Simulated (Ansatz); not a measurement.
# Lattice dynamics of TlBi (Pm-3m)

The cell of TlBi (Pm-3m) is at rest. What are its phonons? After the zone centre comes a 4×4×4 q mesh on a 12×12×12 k mesh.

Program: Ansatz 0.2.0. Level of theory: DFT PBEsol, scalar-relativistic, plane waves, PAW; PAW set soft_1. Results are calculated unless marked as measured.

### 1. Set-up

The structure is cubic, space group Pm-3m (No. 221). Conventional cell: a = 3.888 Å, b = 3.888 Å, c = 3.888 Å, α = 90.00°, β = 90.00°, γ = 90.00°. Tl has 8 Bi at 3.37 Å nearest. Nearest to Bi lie 8 Tl at 3.37 Å. Farther neighbours are not listed.

### 2. Zone-centre response

The cell comes from relaxations at this level that are not shown. The zone centre comes first: it holds the modes that light can see, as far as symmetry allows. No field response is asked, since the mesh shows no gap.

Input file input.yaml:

```yaml
crystal:
  lattice:
    - [3.8875782353, 0.0, 0.0]
    - [0.0, 3.8875782353, 0.0]
    - [0.0, 0.0, 3.8875782353]
  atoms:
    - { symbol: Tl, position: [0.0, 0.0, 0.0] }
    - { symbol: Bi, position: [0.5, 0.5, 0.5] }
kpoints:
  mp_grid: { grid: [12, 12, 12] }
hamiltonian:
  xc: pbesol
  pseudopotentials: { kind: paw, azcp: { folder: soft_1 }, xc_functional: pbe }
scf:
  occupations: { method: methfessel_paxton, width: 0.2 }
output:
  eigenvalues: true
phonons:
  method: dfpt
```

Started as:

```sh
$ ansatz run input.yaml --threads 4 --pin off --max-ram 10240MiB --backend cpu --events-out ev --progress --plain --runs-dir out
```

Numbers of over 12 decimals in the logs are rounded to 6 here.

Log:

```text
Engine: ansatz 0.2.0, aarch64-unknown-linux-gnu
Pseudopotentials: kind: paw
Pseudopotential: Tl, paw, valence charge 13, recommended cutoff 420 eV (normal), soft_1/Tl.paw.azcp
Pseudopotential: Bi, paw, valence charge 15, recommended cutoff 420 eV (normal), soft_1/Bi.paw.azcp
Functional definition: PBEsol
  exchange = pbesol_x
  correlation = pbesol_c
Crystal: 2 atoms, lattice volume = 58.754 Å³
Basis set: ecut = 420 eV, 1189 PW (Γ), exchange–correlation on 54×54×54 points (8 copies of the dense FFT grid, shifted against one another)
Bands: 18, of which v1, the nominal top of the filled ones, is band 14 counted from 1 (13 counted from 0)
Symmetry: 48 space group operations
k-points: 196 of 1728 (irreducible under 8 space group operations, time reversal used)
Non-local potential: Tl, projectors of the file, l = 0: 2, l = 1: 2, l = 2: 2, l = 3: 1
Non-local potential: Bi, projectors of the file, l = 0: 2, l = 1: 2, l = 2: 2, l = 3: 1
PAW form: soft (Blöchl's): semilocal exchange-correlation on the pseudo side does not see the compensation charge
PAW frozen core: Tl, regenerated for the run's functional, and the local potential with it (the file was generated under x = pbe(κ = 0.804, μ = 0.219515), c = pbe(β = 0.066725))
PAW frozen core: Bi, regenerated for the run's functional, and the local potential with it (the file was generated under x = pbe(κ = 0.804, μ = 0.219515), c = pbe(β = 0.066725))
PAW one-centre angular grid: Tl, 590 points (default); XC on 64 Gauss nodes
PAW one-centre angular grid: Bi, 590 points (default); XC on 64 Gauss nodes
Initial density: superposition of atomic densities (chi_scale 0.1, normalization cell, long waves kept (reshape's long-wave potential 0.00 eV rms))
Initial wavefunctions: pseudopotential atomic-orbital guess
Functional: x = pbesol(κ = 0.804, μ = 0.123457), c = pbesol(β = 0.046)
SCF iter   1: F=—  HF=-23542.220599 eV  |F-HF|=—  |Δ(HF+E_count)|=         —  Δρ=1.85e-2  dr2=5.07e-1  ethr=3.10e-3  ⟨swp⟩=6.8  Hψ=39710  notcnv=0  defer=6
automatic band count: the SCF goes on with 22 bands, as 18 were too few: the levels above may hold too much charge
preconditioner: auto → Kerker (q_TF=auto, 2.411 Å⁻¹)  [metal: Δε(μ)=0.053 eV  Ē_g=20.212 eV  σ=0.200 eV  W_gap=0.22  n_scr=18 (ndim 8)  ℏωp=25.6 eV  f_vac=0.000  D(μ)=1.21/eV (n_scr^D=6)]
SCF iter   2: F=—  HF=-23542.087792 eV  |F-HF|=—  |Δ(HF+E_count)|=   1.33e-1  S|Δr|=    0.00e0  Δρ=1.10e-2  dr2=1.93e-1  ethr=1.81e-3  ⟨swp⟩=1.4  Hψ=6010  notcnv=0  defer=273
SCF iter   3: F=—  HF=-23542.011987 eV  |F-HF|=—  |Δ(HF+E_count)|=   7.58e-2  S|Δr|=    0.00e0  Δρ=1.60e-3  dr2=3.04e-3  ethr=6.89e-4  ⟨swp⟩=2.8  Hψ=6850  notcnv=0  defer=273
SCF iter   4: F=—  HF=-23542.011184 eV  |F-HF|=—  |Δ(HF+E_count)|=   8.03e-4  S|Δr|=    0.00e0  Δρ=2.01e-4  dr2=1.72e-5  ethr=1.09e-5  ⟨swp⟩=2.1  Hψ=5546  notcnv=0  defer=334
SCF iter   5: F=—  HF=-23542.011195 eV  |F-HF|=—  |Δ(HF+E_count)|=   1.07e-5  S|Δr|=    0.00e0  Δρ=8.01e-5  dr2=3.16e-6  ethr=6.15e-8  ⟨swp⟩=2.0  Hψ=5497  notcnv=0  defer=338
SCF iter   6: F=—  HF=-23542.011205 eV  |F-HF|=—  |Δ(HF+E_count)|=   9.92e-6  S|Δr|=    0.00e0  Δρ=2.11e-5  dr2=2.86e-7  ethr=1.13e-8  ⟨swp⟩=2.7  Hψ=6608  notcnv=0  defer=338
SCF iter   7: F=—  HF=-23542.011199 eV  |F-HF|=—  |Δ(HF+E_count)|=   5.84e-6  S|Δr|=    0.00e0  Δρ=2.78e-6  dr2=3.66e-9  ethr=1.02e-9  ⟨swp⟩=1.4  Hψ=4382  notcnv=0  defer=468
SCF iter   8: F=—  HF=-23542.011199 eV  |F-HF|=—  |Δ(HF+E_count)|=   2.56e-9  S|Δr|=    0.00e0  Δρ=6.92e-7  dr2=2.29e-10  ethr=1.31e-11  ⟨swp⟩=2.6  Hψ=6400  notcnv=0  defer=468
SCF iter   9: F=-23542.011199 eV  HF=-23542.011199 eV  |F-HF|=3.64e-12  |Δ(HF+E_count)|=  4.00e-11  S|Δr|=    0.00e0  Δρ=9.24e-8  dr2=3.99e-12  ethr=1.00e-12  ⟨swp⟩=9.7  Hψ=27439  notcnv=0
SCF 1 converged in 9 iterations: F = -23542.011199 eV  dr2 = 3.99e-12
  greatest PAW one-centre occupation: 0.988 electrons in one spin orbital (limit 2), on the Bi atom at site 1 (counted from 0), in its partial waves of l = 2
DFPT response loops at Γ: preconditioner auto → Kerker (q_TF=auto, 2.411 Å⁻¹) (partly filled bands, converged f_vac=0.000); β = 1.00, the filter's whole step (`scf.mixing.beta` (0.50) is not read by the response loops under this deck's `scf.mixing.preconditioner`; to damp them name `kerker` or `kerker_dos`, under which they read `scf.mixing.beta`, and type it under 1.00, their step now; both keys bind the ground state too); Broyden in place of MSR1
SCF converged after 9 iterations
Stability not checked: this state was not tested for a lower state beside it, because cold or Methfessel-Paxton smearing, or corrected tetrahedra, fill the levels in a way that the test cannot read (fill_not_monotonic; see scf.lower_state_search)
Free energy (F): -23542.011199 eV
Harris-Foulkes:  -23542.011199 eV  (|F-HF|=3.64e-12)
Internal energy: -23542.011549 eV  (E = F + TS)
E sigma→0 (E₀):  -23542.011287 eV
Entropy (-TS):   0.000350 eV (0.175 meV/atom)
Fermi energy:    11.236046 eV
--- Per-component energies (eV) ---
  E_band       = -68.453360
  E_kinetic    = 520.817324
  E_local      = -1990.693246  (includes V_loc(G=0)·N_el)
  E_nonlocal   = 727.187253
  E_hartree    = 732.476998
  E_xc         = -335.424427
  E_vxc        = -255.100371  (∫ρ·V_xc dr)
  E_paw        = -20546.929266  (= ΣΔE_a)
  E_vpaw       = -535.618507  (= ΣTr[D̂ρ^β])
  E_aug_tail   = 0.000171  (compensation charges beyond the density's cutoff)
  E_ewald      = -2649.574484
  E_core_change = 0.128127  (= ΣΔE_core)
  E_smearing   = 0.000350  (= −TS)
  E_closure    = 0.000000  (closes the sum)
  Σ components = -23542.011199   (vs F -23542.011199, Δ=0.00e0)
--- Band table (eV; the first three rows and the last of 196) ---
  k-point 0: bands = [... 10 lower, -0.0155, 6.7897, 10.7002, 10.7002, 10.7002, 16.1138, 16.1138, 19.5060, ... 4 higher]
  k-point 1: bands = [... 10 lower, -0.0156, 6.5657, 10.6982, 10.7876, 10.7876, 16.1549, 16.5162, 18.8688, ... 4 higher]
  k-point 2: bands = [... 10 lower, -0.0159, 5.9729, 10.7645, 11.0447, 11.0447, 16.2777, 17.2119, 17.9779, ... 4 higher]
  k-point 195: bands = [... 10 lower, 1.4758, 6.8676, 9.5703, 9.5703, 9.5703, 11.1171, 11.1171, 11.1171, ... 4 higher]
--- Phonons (Γ-DFPT): 2 representative perturbations + reference, on 196 of 1728 k-points (Σ response iterations 5) ---
  k mesh reduced under 8 symmetry operations, with k and −k counted as one. Each operation leaves every solved perturbation unchanged. A smaller set is not used because it would not reduce the number of displacements times k-points to solve
  ASR residual: 4.955e-5 → 0.000e0 eV/Å²; symmetrization residual: 7.361e-5 eV/Å²
  ASR residual per site (eV/Å²): 4.96e-5 4.70e-5
  Γ frequencies (cm⁻¹): 0.00 0.00 0.00 67.39 67.39 67.39
  non-analytic LO–TO correction: not included (Born effective charges unavailable; polar crystals: no LO–TO splitting at Γ)
```

Wall time 17 s (4 threads of Arm Neoverse V1, shared host); peak memory 0.85 GiB; 62 s of CPU time.

This step gave:

| Property | Result |
| --- | --- |
| volume per atom | 29.38 Å³ |
| gap on the k-mesh | 0 eV |
| sum-rule residual before enforcement | 4.96e-5 eV/Å² |
| point group | m-3m |
| highest optical mode at the zone centre (no LO-TO term) | 67.39 cm⁻¹ |
| lowest optical zone-centre mode | 67.39 cm⁻¹ |

Patterns of degenerate modes are one choice out of their space. The modes at Γ (shares of kinetic energy by element, %):

```
mode  frequency (cm⁻¹)  symmetry  Tl %  Bi %
   1               0.0  acoustic    49    51
   2               0.0  acoustic    49    51
   3               0.0  acoustic    49    51
   4              67.4       T1u    51    49
   5              67.4       T1u    51    49
   6              67.4       T1u    51    49
```

Displacements in mode 6 (67.4 cm⁻¹), the largest set to 1:
```
Tl1  0.00 -0.73  1.00
Bi2  0.00  0.71 -0.98
```

Before it was imposed, the acoustic sum rule was missed by 5.0e-5 eV/Å². Small misses are needed for a sound result but don't prove that mesh and cutoff are converged. The lowest optical mode is real, 67.4 cm⁻¹.

### 3. Phonons on a q mesh

Stability and thermal properties need the whole zone. Linear response on a 4×4×4 q mesh gives force constants as far as a supercell of that size would.

input.yaml: that of step 2 with these lines changed.

```diff
@@ -19 +19,8 @@
   method: dfpt
+  qmesh: [4, 4, 4]
+  temperatures: { t_max: 1000, t_step: 50 }
+  qpath:
+    path:
+      - [[0.0, 0.0, 0.0], [0.0, 0.5, 0.0], [0.5, 0.5, 0.0], [0.0, 0.0, 0.0], [0.5, 0.5, 0.5], [0.0, 0.5, 0.0]]
+      - [[0.5, 0.5, 0.5], [0.5, 0.5, 0.0]]
+    npoints: 10
```

Log:

```text
[...]
Crystal: 2 atoms, lattice volume = 58.754 Å³
Basis set: ecut = 420 eV, 1189 PW (Γ), exchange–correlation on 54×54×54 points (8 copies of the dense FFT grid, shifted against one another)
Bands: 18, of which v1, the nominal top of the filled ones, is band 14 counted from 1 (13 counted from 0)
Symmetry: 48 space group operations
k-points: 84 of 1728
[...]
SCF iter   1: F=—  HF=-23542.220583 eV  |F-HF|=—  |Δ(HF+E_count)|=         —  Δρ=1.85e-2  dr2=5.06e-1  ethr=3.10e-3  ⟨swp⟩=6.9  Hψ=17174  notcnv=0  defer=2
[...]
SCF iter   9: F=-23542.011199 eV  HF=-23542.011199 eV  |F-HF|=7.28e-12  |Δ(HF+E_count)|=  5.09e-11  S|Δr|=    0.00e0  Δρ=9.18e-8  dr2=3.97e-12  ethr=1.00e-12  ⟨swp⟩=9.8  Hψ=11654  notcnv=0
SCF 1 converged in 9 iterations: F = -23542.011199 eV  dr2 = 3.97e-12
[...]
iter 1 solved again at ethr=1.10e-7 eV; its pass at ethr=3.10e-3 eV (dr2=3.09e-5 eV) is discarded
SCF iter   1: F=—  HF=-23542.011201 eV  |F-HF|=—  |Δ(HF+E_count)|=         —  Δρ=4.92e-7  dr2=8.43e-11  ethr=1.10e-7  ⟨swp⟩=3.2  Hψ=11933  notcnv=0
eigensolver tolerance schedule: the retry pair's looser diagonalisation over-reported the residual by 366314.51 of it (diagonalisation noise at an unbounded share of the residual, at the tolerance the schedule requests for it); recorded, not acted on — ethr = c·dr2/N_el stays at c = 1.0e-1
[...]
SCF iter   2: F=—  HF=-23542.011199 eV  |F-HF|=—  |Δ(HF+E_count)|=   1.68e-6  S|Δr|=    0.00e0  Δρ=3.22e-7  dr2=3.67e-11  ethr=1.00e-12  ⟨swp⟩=3.2  Hψ=3550  notcnv=0
[...]
SCF iter   4: F=-23542.011199 eV  HF=-23542.011199 eV  |F-HF|=1.82e-11  |Δ(HF+E_count)|=  3.64e-12  S|Δr|=    0.00e0  Δρ=7.15e-8  dr2=2.28e-12  ethr=1.00e-12  ⟨swp⟩=3.2  Hψ=3751  notcnv=0
SCF 2 converged in 4 iterations: F = -23542.011199 eV  dr2 = 2.28e-12
phonons: the bands overlap, so this run is a metal and interpolates without the dipole-dipole term. If the crystal is really an insulator or semiconductor, its LO-TO splitting is missing
NSCF: frozen V_eff on 84 k-points
[...]
DFPT response loops at q = (0, 0, 0) (fractional): preconditioner auto → Kerker (q_TF=auto, 2.411 Å⁻¹) (partly filled bands, converged f_vac=0.000); β = 1.00, the filter's whole step (`scf.mixing.beta` (0.50) is not read by the response loops under this deck's `scf.mixing.preconditioner`; to damp them name `kerker` or `kerker_dos`, under which they read `scf.mixing.beta`, and type it under 1.00, their step now; both keys bind the ground state too); Broyden in place of MSR1
[...]
SCF converged after 9 iterations
[...]
Free energy (F): -23542.011199 eV
[...]
Internal energy: -23542.011549 eV  (E = F + TS)
E sigma→0 (E₀):  -23542.011287 eV
Entropy (-TS):   0.000350 eV (0.175 meV/atom)
Fermi energy:    11.236046 eV
[...]
--- Band table (eV; the first three rows and the last of 84) ---
  k-point 0: bands = [... 10 lower, -0.0155, 6.7897, 10.7002, 10.7002, 10.7002, 16.1138, 16.1138, 19.5060, ... 4 higher]
  k-point 1: bands = [... 10 lower, -0.0156, 6.5657, 10.6982, 10.7876, 10.7876, 16.1549, 16.5162, 18.8688, ... 4 higher]
  k-point 2: bands = [... 10 lower, -0.0159, 5.9729, 10.7645, 11.0447, 11.0447, 16.2777, 17.2119, 17.9779, ... 4 higher]
  k-point 83: bands = [... 10 lower, 1.4758, 6.8676, 9.5703, 9.5703, 9.5703, 11.1171, 11.1171, 11.1171, ... 4 higher]
--- Phonons (Γ-DFPT): 2 representative perturbations + reference (Σ response iterations 5) ---
  ASR residual: 4.219e-5 → 0.000e0 eV/Å²; symmetrization residual: 6.212e-5 eV/Å²
  ASR residual per site (eV/Å²): 4.13e-6 4.22e-5
  Γ frequencies (cm⁻¹): 0.00 0.00 0.00 67.39 67.39 67.39
--- Phonons (arbitrary-q DFPT): 10 irreducible q on the 4×4×4 mesh ---
  q = [0.0000, 0.0000, 0.0000] (star 1, of the zone-centre solve; hermiticity 7.20e-5, symmetrization 2.05e-11): -0.00 -0.00 0.00 67.39 67.39 67.39
  q = [0.0000, 0.0000, 0.2500] (star 6, 4 solved perturbations in 1848 linear systems a pass and spin channel, the states on 588 of 1728 k-point pairs; hermiticity 6.53e-5, symmetrization 8.91e-13): 25.89 25.89 33.14 61.06 61.06 65.89
[...]
q = [0.0000, 0.2500, -0.5000] (star 12, 6 solved perturbations on 588 of 1728 k-point pairs; hermiticity 7.39e-5, symmetrization 2.29e-13): -11.51 12.08 45.56 49.79 68.39 75.65
[...]
sum rule: each row above includes the acoustic sum rule's correction from the zone centre's row sums; it moved no ω² by more than (0.23 cm⁻¹)²
  mesh force constants: q→R imaginary residual 4.12e-18; ASR residual 4.219e-5 → 0.000e0 eV/Å²; symmetrization residual 1.776e-15 eV/Å²
  interpolated dispersion: 62 rows × 6 modes
  density of states and harmonic sums: on the 16×16×16 q-mesh, interpolated from the force constants of a 4×4×4 supercell (no non-analytic term)
  largest difference from the sums on the solved wave vectors: F 9.04e-3 eV, S 1.26e-5 and C_V 1.87e-6 eV/K
  zero-point energy: 0.015635 eV/cell   skipped modes (ω ≤ 0): 129, of them read as no rigid motion or as one in doubt: 126 (8.491e-1 modes/cell left out, lowest -26.90 cm⁻¹)   left out of the sums: 1.42e-1 of the cell's modes: C_V's classical limit lies that fraction below 3 k_B per atom; for a crystal, a wire or a layer, F and S can be off by more, and a phonons.interpolated_qmesh denser along its periods is the remedy for the sampling
```

Wall time 7.3 min (4 threads); peak memory 2.7 GiB; 29 min of CPU time.

This step gave:

| Item | Value |
| --- | --- |
| sum-rule residual before enforcement | 4.22e-5 eV/Å² |
| lowest frequency on the path | -26.77 cm⁻¹ |
| highest frequency on the path or at a solved wavevector | 78.74 cm⁻¹ |
| lowest mode on the q mesh (acoustic modes at Γ apart) | -26.41 cm⁻¹ |

Frequencies (cm⁻¹) solved at each irreducible wavevector; negative means imaginary. Frequencies by wavevector, by row:

| q in reciprocal lattice units | star | mode 1 | mode 2 | mode 3 | mode 4 | mode 5 | mode 6 |
| --- | --- | --- | --- | --- | --- | --- | --- |
| 0 0 0 | 1 | 0 | 0 | 0 | 67.4 | 67.4 | 67.4 |
| 0 0 0.25 | 6 | 25.9 | 25.9 | 33.1 | 61.1 | 61.1 | 65.9 |
| 0 0 -0.5 | 3 | 38.4 | 47.6 | 47.6 | 50.1 | 50.1 | 62.2 |
| 0 0.25 0.25 | 12 | -19.4 | 25.1 | 31.1 | 55 | 60.7 | 69.4 |
| 0 0.25 -0.5 | 12 | -11.5 | 12.1 | 45.6 | 49.8 | 68.4 | 75.7 |
| 0 -0.5 -0.5 | 3 | -17.6 | -17.6 | 47 | 49.5 | 78.7 | 78.7 |
| 0.25 0.25 0.25 | 8 | -26.4 | 19.1 | 19.1 | 65.8 | 65.8 | 68.4 |
| 0.25 0.25 -0.5 | 12 | -15.7 | 16.4 | 37.8 | 56.4 | 68.4 | 72 |
| 0.25 -0.5 -0.5 | 6 | 21.7 | 25 | 25 | 54.4 | 74.8 | 74.8 |
| -0.5 -0.5 -0.5 | 1 | 45.5 | 45.5 | 45.5 | 61.5 | 61.5 | 61.5 |

[end of part 1 of 2]

[Logs are printed without paths, hosts, clocks, repeated set-up lines and the standing remarks that a program may print on its own settings, such as how far it seeks lower states.]

[Hosts, paths, dates, database ids (printed as entryN), source tags and the programs' standing remarks are cut or masked in the printed files.]
